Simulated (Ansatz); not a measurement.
# How well the gap of BaSr2Ti3O9 (perovskite [001] superlattice) (P4mm) can be computed, part 2 of 2

Wanted: the gap of BaSr2Ti3O9 (perovskite [001] superlattice) (P4mm) by functionals, hybrids and G0W0, carried to the basis limit, with what remains uncertain.

Ansatz 0.2.0; density functionals, hybrids, G0W0, plane waves, PAW. Known limits of the many-body steps: not at the basis limit; no spin-orbit coupling.

So far. Step 3 (PBEsol bands): The gap is indirect, with the least direct gap 0.40 eV higher. The relaxed cell has a = 3.912, c = 11.838 Å (conventional setting).

The structure was built from a prototype and need not be the compound's stable phase.

**4. PBEsol+SOC**

The many-body steps leave out spin-orbit coupling, so its effect is taken from a two-component run, with twice the bands.

This step: DFT, PBEsol with spin-orbit coupling, plane waves, PAW; PAW set soft_1.

input.yaml reads:

```yaml
crystal:
  lattice:
    - [3.9123432176, 0.0, 0.0]
    - [0.0, 3.9123432176, 0.0]
    - [0.0, 0.0, 11.8381029905]
  atoms:
    - { symbol: Sr, position: [0.0, 0.0, 0.0869191166] }
    - { symbol: O, position: [0.5, 0.5, 0.0801360104] }
    - { symbol: Ti, position: [0.5, 0.5, 0.2527204528] }
    - { symbol: O, position: [0.5, 0.0, 0.244166961] }
    - { symbol: O, position: [0.0, 0.5, 0.244166961] }
    - { symbol: Sr, position: [0.0, 0.0, 0.4160386449] }
    - { symbol: O, position: [0.5, 0.5, 0.4094797844] }
    - { symbol: Ti, position: [0.5, 0.5, 0.5819432431] }
    - { symbol: O, position: [0.5, 0.0, 0.5715622087] }
    - { symbol: O, position: [0.0, 0.5, 0.5715622087] }
    - { symbol: Ba, position: [0.0, 0.0, 0.74974787] }
    - { symbol: O, position: [0.5, 0.5, 0.7421089578] }
    - { symbol: Ti, position: [0.5, 0.5, 0.9241821691] }
    - { symbol: O, position: [0.5, 0.0, 0.9174443591] }
    - { symbol: O, position: [0.0, 0.5, 0.9174443591] }
kpoints:
  mp_grid: { grid: [6, 6, 2] }
  band_path:
    path:
      - [0.0, 0.0, 0.0]
      - [0.0, 0.5, 0.0]
      - [0.5, 0.5, 0.0]
      - [0.0, 0.0, 0.5]
      - [0.0, 0.5, 0.5]
      - [0.5, 0.5, 0.5]
    npoints: 1
hamiltonian:
  xc: pbesol
  pseudopotentials: { kind: paw_fr, azcp: { folder: soft_1 }, xc_functional: pbe }
scf:
  occupations: { method: fixed }
  n_extra_bands: 18
magnetization:
  noncollinear: true
  spin_orbit: true
output:
  eigenvalues: true
  forces: true
  stress: true
```

Command:

```sh
ansatz run input.yaml --threads 3 --pin off --max-ram 92160MiB --backend cuda --events-out ev --progress --plain --runs-dir out --devices 1 --max-vram 13GiB
```

Numbers of over 12 decimals in the logs are rounded to 6 here.

What it wrote:

```text
[...]
GPUs: using 1 of 1 available (devices: 1).
[...]
non-collinear run that drives no moment, with spin-orbit: no starting moment large enough to seed its density (crystal.atoms[].spin), no starting occupations that ask for one, no magnetisation constraint and no magnetic field, so the semilocal B_xc is pinned to zero
[...]
k-point 1: bands = [... 116 lower, 9.6235, 9.6235, 9.6889, 9.6889, 12.0110, 12.0110, 12.0226, 12.0226, ... 14 higher]
  k-point 2: bands = [... 116 lower, 9.4999, 9.5115, 9.6055, 9.6270, 12.2111, 12.2147, 12.5515, 12.5566, ... 14 higher]
  k-point 19: bands = [... 116 lower, 10.0662, 10.0662, 10.1238, 10.1238, 14.0589, 14.0589, 14.0751, 14.0751, ... 14 higher]
[key lines of the parts left out:]
SCF converged after 12 iterations
Magnetization: |M| = 0.0000 μB,  M = (+0.0000, +0.0000, +0.0000) μB
Free energy (F): -25348.245455 eV
Fermi energy:    10.123791 eV
P = ⅓ Tr σ = 0.0015 GPa (0.015 kbar)
```

Wall time 10 s (1 × NVIDIA H100 80GB HBM3 (shared by 6 runs) with 3 threads of AMD EPYC 7R13 (Zen 3), shared host); peak memory 1.2 GiB; 18 s of CPU time.

This step gave:

```
pressure             : 0.001541 GPa
gap                  : 1.855 eV
valence top at       : A
conduction bottom at : Γ
least direct gap     : 2.224 eV
```

The gap is that of PBEsol.

**5. HSE06**

HSE06 mixes in a quarter of exact exchange at short range. Exchange couples all pairs of k points, which makes a full band path dear, so levels are read on the mesh and at chosen points.

This step: DFT, HSE06, plane waves, PAW; PAW set soft_1.

input.yaml, as its differences from that of step 4:

```diff
@@ -22,3 +22,3 @@
 kpoints:
-  mp_grid: { grid: [6, 6, 2] }
+  mp_grid: { grid: [4, 4, 2] }
   band_path:
@@ -33,13 +33,12 @@
 hamiltonian:
-  xc: pbesol
-  pseudopotentials: { kind: paw_fr, azcp: { folder: soft_1 }, xc_functional: pbe }
+  xc: hse06
+  pseudopotentials: { kind: paw, azcp: { folder: soft_1 } }
 scf:
   occupations: { method: fixed }
-  n_extra_bands: 18
-magnetization:
-  noncollinear: true
-  spin_orbit: true
+  n_extra_bands: 9
 output:
   eigenvalues: true
-  forces: true
-  stress: true
+  write_density: true
+  write_potential: true
+  elf: true
+  volumetric_format: npy
```

What it wrote:

```text
[...]
GPUs: using 1 of 1 available (devices: 1).
[...]
davidson cushion auto → on  (no smearing: the cushion is to keep the highest requested band from converging to the state above it; pin scf.eigensolver.cushion to override)
[...]
GPU FFT provider: cuFFT
GPU libraries: cuBLAS 13.8.2, cuFFT 12.4.0, cuSOLVER 12.3.4
Crystal: 15 atoms, lattice volume = 181.199 Å³
Basis set: ecut = 420 eV, 3567 PW (Γ)
[...]
Fermi energy:    9.248736 eV
[...]
--- Band table (eV; the first three rows and the last of 12) ---
  k-point 0: bands = [... 56 lower, 8.5687, 8.7887, 8.8390, 8.8390, 12.6012, 12.7016, 12.7724, 12.7910, ... 5 higher]
  k-point 1: bands = [... 56 lower, 8.6988, 8.6988, 8.7591, 8.7591, 12.6317, 12.6512, 12.7923, 13.2856, ... 5 higher]
  k-point 2: bands = [... 56 lower, 8.4678, 8.4884, 8.4953, 8.5867, 12.8649, 13.7014, 13.7017, 13.7368, ... 5 higher]
  k-point 11: bands = [... 56 lower, 9.1492, 9.1772, 9.1828, 9.2487, 14.8512, 14.8512, 14.8805, 14.8805, ... 5 higher]
[key lines of the parts left out:]
Free energy (F): -25676.053376 eV
```

It took 36 s on 1 × NVIDIA H100 80GB HBM3 (shared by 6 runs) with 3 threads; peak memory 1.6 GiB.

This step gave:

- gap: 3.352 eV
- valence top at: A
- conduction bottom at: Γ
- least direct gap: 3.762 eV

The gap stands +1.50 eV against PBEsol.

**6. G0W0, 6×6×2 mesh, 154 empty bands, screening to 52 eV, PAW set soft_1 files**

Now the one-shot GW correction: screening in the RPA, then the self-energy of the levels asked for. This step takes PAW set soft_1 files.

This step: G0W0 on PBEsol, plane waves, PAW; PAW set soft_1.

input.yaml, as its differences from that of step 5:

```diff
@@ -22,23 +22,13 @@
 kpoints:
-  mp_grid: { grid: [4, 4, 2] }
-  band_path:
-    path:
-      - [0.0, 0.0, 0.0]
-      - [0.0, 0.5, 0.0]
-      - [0.5, 0.5, 0.0]
-      - [0.0, 0.0, 0.5]
-      - [0.0, 0.5, 0.5]
-      - [0.5, 0.5, 0.5]
-    npoints: 1
+  mp_grid: { grid: [6, 6, 2] }
 hamiltonian:
-  xc: hse06
-  pseudopotentials: { kind: paw, azcp: { folder: soft_1 } }
+  xc: pbesol
+  pseudopotentials: { kind: paw, azcp: { folder: soft_1 }, xc_functional: pbe }
 scf:
   occupations: { method: fixed }
-  n_extra_bands: 9
-output:
-  eigenvalues: true
-  write_density: true
-  write_potential: true
-  elf: true
-  volumetric_format: npy
+gw:
+  n_empty_bands: 154
+  ecut_chi: 52
+  qp_bands: [v4, c4]
+  qp_kpoints: band_edges
+  screening: { model: contour_deformation }
```

What it wrote:

```text
GPUs: using 1 of 1 available (devices: 1).
[...]
GPU FFT provider: cuFFT
GPU libraries: cuBLAS 13.8.2, cuFFT 12.4.0, cuSOLVER 12.3.4
Crystal: 15 atoms, lattice volume = 181.199 Å³
Basis set: ecut = 420 eV, 3567 PW (Γ)
Bands: 75, of which v1, the nominal top of the filled ones, is band 60 counted from 1 (59 counted from 0)
Symmetry: 8 space group operations
[...]
k-points: 20 of 72
[...]
19    60     10.1265   -25.9390     5.0612   -20.8558  0.7338    10.1045    10.1045  root
    19    61     14.0704   -14.6345    -6.6634   -23.1861  0.7033    16.0985    15.9587  root ?
    19    62     14.0704   -14.6345    -6.6634   -23.1861  0.7033    16.0985    15.9587  root ?
    19    63     14.0955   -14.7500    -6.6344   -23.2816  0.7036    16.1350    15.9927  root ?
    19    64     14.0955   -14.7500    -6.6344   -23.2816  0.7036    16.1350    15.9927  root ?
[key lines of the parts left out:]
SCF converged after 12 iterations
Free energy (F): -25342.166740 eV
Fermi energy:    10.126543 eV
```

The job ended after 55 s (1 × NVIDIA H100 80GB HBM3 (shared by 6 runs) with 3 threads; peak memory 1.6 GiB; 87 s of CPU time).

Numbers from this step:

```
bands summed                                 : 214
RPA ε∞ on this mesh (eigenvalues)            : 5.881, 6.224, 6.224
plane waves in the screening matrix          : 161
G0W0 gap on the mesh                         : 3.737 eV
k of the valence top                         : -0.5, -0.5, -0.5
k of the conduction bottom                   : 0, 0, 0
starting gap on the mesh                     : 1.856 eV
least direct G0W0 gap on the computed points : 4.067 eV
```

The gap on the mesh goes from 1.86 eV to 3.74 eV, a correction of +1.88 eV. Between the two edge states, bare exchange in place of the xc potential would open the gap by 12.77 eV, and correlation takes back 10.89 eV.

**7. G0W0, 6×6×2 mesh, 609 empty bands, screening to 130 eV, PAW set soft_1 files**

Bands and screening cutoff are moved together, since each hides the error of the other.

input.yaml, as its differences from that of step 6:

```diff
@@ -29,4 +29,4 @@
 gw:
-  n_empty_bands: 154
-  ecut_chi: 52
+  n_empty_bands: 609
+  ecut_chi: 130.0
   qp_bands: [v4, c4]
```

What it wrote:

```text
GPUs: using 1 of 1 available (devices: 1).
[...]
GPU FFT provider: cuFFT
GPU libraries: cuBLAS 13.8.2, cuFFT 12.4.0, cuSOLVER 12.3.4
Crystal: 15 atoms, lattice volume = 181.199 Å³
Basis set: ecut = 420 eV, 3567 PW (Γ)
Bands: 75, of which v1, the nominal top of the filled ones, is band 60 counted from 1 (59 counted from 0)
Symmetry: 8 space group operations
[...]
k-points: 20 of 72
[...]
GPU buffer pool allocated for 58320 grid points (all kernels)
[...]
SCF iter   1: F=—  HF=-25343.342737 eV  |F-HF|=—  |Δ(HF+E_count)|=         —  Δρ=5.43e-2  dr2=6.42e0  ethr=3.10e-3  ⟨swp⟩=4.9  Hψ=5367  notcnv=0  defer=221
[...]
SCF iter  12: F=-25342.166740 eV  HF=-25342.166740 eV  |F-HF|=4.30e-8  |Δ(HF+E_count)|=   3.57e-8  Δρ=5.86e-6  dr2=5.36e-8  ethr=8.33e-11  ⟨swp⟩=3.0  Hψ=3055  notcnv=0
SCF 1 converged in 12 iterations: F = -25342.166740 eV  dr2 = 5.36e-8
[...]
G₀W₀ screening: q 1/20
[... further progress lines ...]
SCF converged after 12 iterations
Free energy (F): -25342.166740 eV
[...]
Internal energy: -25342.166740 eV  (E = F + TS)
E sigma→0 (E₀):  -25342.166740 eV
Fermi energy:    10.126543 eV
[...]
--- Band table (eV; the first three rows and the last of 20) ---
  k-point 0: bands = [... 56 lower, 9.4906, 9.7009, 9.7259, 9.7259, 11.9828, 12.0787, 12.1309, 12.1872, ... 11 higher]
  k-point 1: bands = [... 56 lower, 9.6037, 9.6037, 9.6568, 9.6568, 12.0142, 12.0260, 12.1523, 12.6621, ... 11 higher]
  k-point 2: bands = [... 56 lower, 9.1689, 9.2241, 9.5130, 9.6109, 12.2164, 12.5590, 12.6062, 12.6123, ... 11 higher]
  k-point 19: bands = [... 56 lower, 10.0356, 10.0550, 10.0698, 10.1265, 14.0704, 14.0704, 14.0955, 14.0955, ... 11 higher]
[...]
0    57      9.4906   -25.9000     4.4762   -21.0297  0.7291     9.0936     9.0966  root
     0    58      9.7009   -26.1807     4.4141   -21.4038  0.7312     9.3357     9.3381  root
     0    59      9.7259   -25.8211     4.2554   -21.2164  0.7315     9.3745     9.3766  root
     0    60      9.7259   -25.8211     4.2554   -21.2164  0.7315     9.3745     9.3766  root
     0    61     11.9828   -12.6061    -6.3897   -20.2887  0.7445    13.3070    13.2757  root
     0    62     12.0787   -12.8162    -6.5324   -20.6669  0.7403    13.4310    13.3971  root
     0    63     12.1309   -12.8158    -6.5729   -20.7181  0.7399    13.4951    13.4603  root
     0    64     12.1872   -13.0448    -6.0988   -20.4153  0.7431    13.4891    13.4590  root
     1    57      9.6037   -25.9109     4.3704   -21.1677  0.7303     9.2284     9.2309  root
     1    58      9.6037   -25.9109     4.3704   -21.1677  0.7303     9.2284     9.2309  root
     1    59      9.6568   -25.8179     4.3289   -21.1320  0.7304     9.2975     9.2998  root
     1    60      9.6568   -25.8179     4.3289   -21.1320  0.7304     9.2975     9.2998  root
     1    61     12.0142   -12.6767    -6.4493   -20.4259  0.7429    13.3462    13.3142  root
     1    62     12.0260   -12.6753    -6.4318   -20.4122  0.7433    13.3634    13.3311  root
     1    63     12.1523   -12.8869    -6.6145   -20.8370  0.7385    13.5235    13.4880  root
     1    64     12.6621   -13.7340    -6.1698   -21.1859  0.7323    13.9784    13.9441  root
     2    57      9.1689   -25.4547     4.2563   -20.8256  0.7286     8.7934     8.7961  root
     2    58      9.2241   -25.1524     4.4967   -20.2588  0.7204     8.8237     8.8272  root
     2    59      9.5130   -25.5313     4.1098   -21.0846  0.7310     9.1741     9.1761  root
     2    60      9.6109   -26.0126     4.3886   -21.2602  0.7308     9.2448     9.2472  root
     2    61     12.2164   -13.0969    -6.1513   -20.5280  0.7420    13.5271    13.4961  root
     2    62     12.5590   -13.6199    -6.2620   -21.1492  0.7319    13.8597    13.8262  root
     2    63     12.6062   -13.5998    -6.2158   -21.0997  0.7339    13.9240    13.8902  root
     2    64     12.6123   -13.6867    -6.3950   -21.3689  0.7294    13.9351    13.8995  root
[...]
19    57     10.0356   -25.8926     4.6862   -20.8206  0.7233     9.6470     9.6499  root
    19    58     10.0550   -25.8107     4.7076   -20.7221  0.7220     9.6712     9.6740  root
    19    59     10.0698   -25.8423     4.7185   -20.7474  0.7217     9.6906     9.6934  root
    19    60     10.1265   -25.9390     4.7026   -20.8558  0.7225     9.7431     9.7459  root
    19    61     14.0704   -14.6345    -7.2353   -23.1861  0.6932    15.4456    15.3867  root
    19    62     14.0704   -14.6345    -7.2353   -23.1861  0.6932    15.4456    15.3867  root
    19    63     14.0955   -14.7500    -7.2037   -23.2816  0.6936    15.4832    15.4234  root
    19    64     14.0955   -14.7500    -7.2037   -23.2816  0.6936    15.4832    15.4234  root
```

Run time: 3.5 min. Hardware: 1 × NVIDIA H100 80GB HBM3 (shared by 6 runs) with 3 threads; peak memory 3.5 GiB.

This step gave:

| Item | Value |
| --- | --- |
| bands summed | 669 |
| RPA ε∞ on this mesh (eigenvalues) | 5.782, 6.125, 6.125 |
| plane waves in the screening matrix | 619 |
| q-points in the mesh | 72 |
| G0W0 gap on the mesh | 3.530 eV |
| k of the valence top | -0.5, -0.5, -0.5 |
| k of the conduction bottom | 0, 0, 0 |
| starting gap on the mesh | 1.856 eV |
| Z at the valence top | 0.7225 |
| Z at the conduction bottom | 0.7445 |
| least direct G0W0 gap on the computed points | 3.899 eV |

Against the run with 6×6×2 mesh, 154 empty bands, screening to 52 eV, PAW set soft_1 files, the gap moves by −0.21 eV.

Limits: finite bands, cutoff and mesh; no spin-orbit coupling. v1 is the top filled band, c1 the lowest empty one. The levels before and after the correction (eV, zero at the valence-band top of each column):

|  | conduction bottom | valence top |
| --- | --- | --- |
| Kohn-Sham | 1.86 | 0.00 |
| G0W0 | 3.53 | 0.00 |

|  | level | occupation | energy (eV) |
| --- | --- | --- | --- |
| Kohn-Sham | Γ v3 | 2 | -0.426 |
| Kohn-Sham | Γ v2-v1 | 2 | -0.401 |
| Kohn-Sham | Γ c1 | 0 | 1.856 |
| Kohn-Sham | Γ c2 | 0 | 1.952 |
| Kohn-Sham | Γ c3 | 0 | 2.004 |
| Kohn-Sham | (-0.5 -0.5 -0.5) v3 | 2 | -0.072 |
| Kohn-Sham | (-0.5 -0.5 -0.5) v2 | 2 | -0.057 |
| Kohn-Sham | (-0.5 -0.5 -0.5) v1 | 2 | 0.000 |
| Kohn-Sham | (-0.5 -0.5 -0.5) c1-c2 | 0 | 3.944 |
| Kohn-Sham | (-0.5 -0.5 -0.5) c3 | 0 | 3.969 |
| G0W0 | Γ v3 | 2 | -0.408 |
| G0W0 | Γ v2-v1 | 2 | -0.369 |
| G0W0 | Γ c1 | 0 | 3.530 |
| G0W0 | Γ c2 | 0 | 3.651 |
| G0W0 | Γ c3 | 0 | 3.714 |
| G0W0 | (-0.5 -0.5 -0.5) v3 | 2 | -0.072 |
| G0W0 | (-0.5 -0.5 -0.5) v2 | 2 | -0.053 |
| G0W0 | (-0.5 -0.5 -0.5) v1 | 2 | 0.000 |
| G0W0 | (-0.5 -0.5 -0.5) c1-c2 | 0 | 5.641 |
| G0W0 | (-0.5 -0.5 -0.5) c3 | 0 | 5.678 |

How the two edges are built up, in eV (the quasiparticle level is the starting level plus Σx plus Σc less Vxc):

| run | edge | start | Σx | Σc | Vxc | Z | QP |
| --- | --- | --- | --- | --- | --- | --- | --- |
| 214 bands | valence top | 10.13 | -25.94 | 5.06 | -20.86 | 0.73 | 10.10 |
| 214 bands | conduction bottom | 11.98 | -12.61 | -5.82 | -20.29 | 0.75 | 13.84 |
| 669 bands | valence top | 10.13 | -25.94 | 4.70 | -20.86 | 0.72 | 9.75 |
| 669 bands | conduction bottom | 11.98 | -12.61 | -6.39 | -20.29 | 0.74 | 13.28 |

**8. The ladder**

Times are wall times on 1 × NVIDIA H100 80GB HBM3 (shared by 6 runs) with 3 threads of AMD EPYC 7R13 (Zen 3), shared host, good to a factor of about two. G0W0 rows are gaps on the mesh, lowered by the amount that the mesh misses the start's edges, a rough step that assumes the same correction there.

| level | gap (eV) | least direct gap (eV) | time |
| --- | --- | --- | --- |
| PBEsol | 1.86 | 2.26 | 9.9 s |
| PBEsol+SOC | 1.86 | 2.22 | 10 s |
| HSE06 | 3.35 | 3.76 | 36 s |
| G0W0@PBEsol (154 empty bands) | 3.74 | - | 55 s |
| G0W0@PBEsol (609 empty bands) | 3.53 | - | 3.5 min |

**9. Adding up the best estimate**

| term | eV | running total (eV) |
| --- | --- | --- |
| G0W0 on the mesh, top rung | 3.530 | 3.530 |
| to the limit, by a line in one over the bands through the two top rungs | −0.098 | 3.432 |
| spin-orbit change, from PBEsol | −0.001 | 3.431 |

**10. Results**

| Quantity | Value |
| --- | --- |
| PBEsol gap | 1.86 eV, indirect |
| HSE06 | 3.35 eV |
| G0W0, top rung on the mesh | 3.53 eV |
| best estimate, G0W0@PBEsol with spin-orbit change | 3.43 eV |
| GW settings of the top rung | 6×6×2 mesh, 609 empty bands, screening to 130 eV, PAW set soft_1 files |
| known limits | one-shot GW, static lattice; one k mesh, untested |

In words: The best estimate for G0W0@PBEsol is 3.43 eV, indirect by PBEsol+SOC, against 1.86 eV at the start (both with spin-orbit coupling). The limit rests on the two highest rungs, unchecked by another pair. Among the functionals HSE06 comes nearest: −0.08 eV from the estimate. All runs took 6.5 min, 68 % of it in G0W0.

[Paths, hosts, dates, memory and timing lines, banners, echoed tables and standing remarks are left out of the program output.]

[Logs are printed without paths, hosts, clocks, repeated set-up lines and the standing remarks that a program may print on its own settings, such as how far it seeks lower states.]

[Runs of the session that timed out or met a known fault of the program may be left out.]

[Cells called generated may have been cut or substituted from an entry of the Crystallography Open Database or the Materials Project.]

[Hosts, paths, dates, database ids (printed as entryN), source tags and the programs' standing remarks are cut or masked in the printed files.]
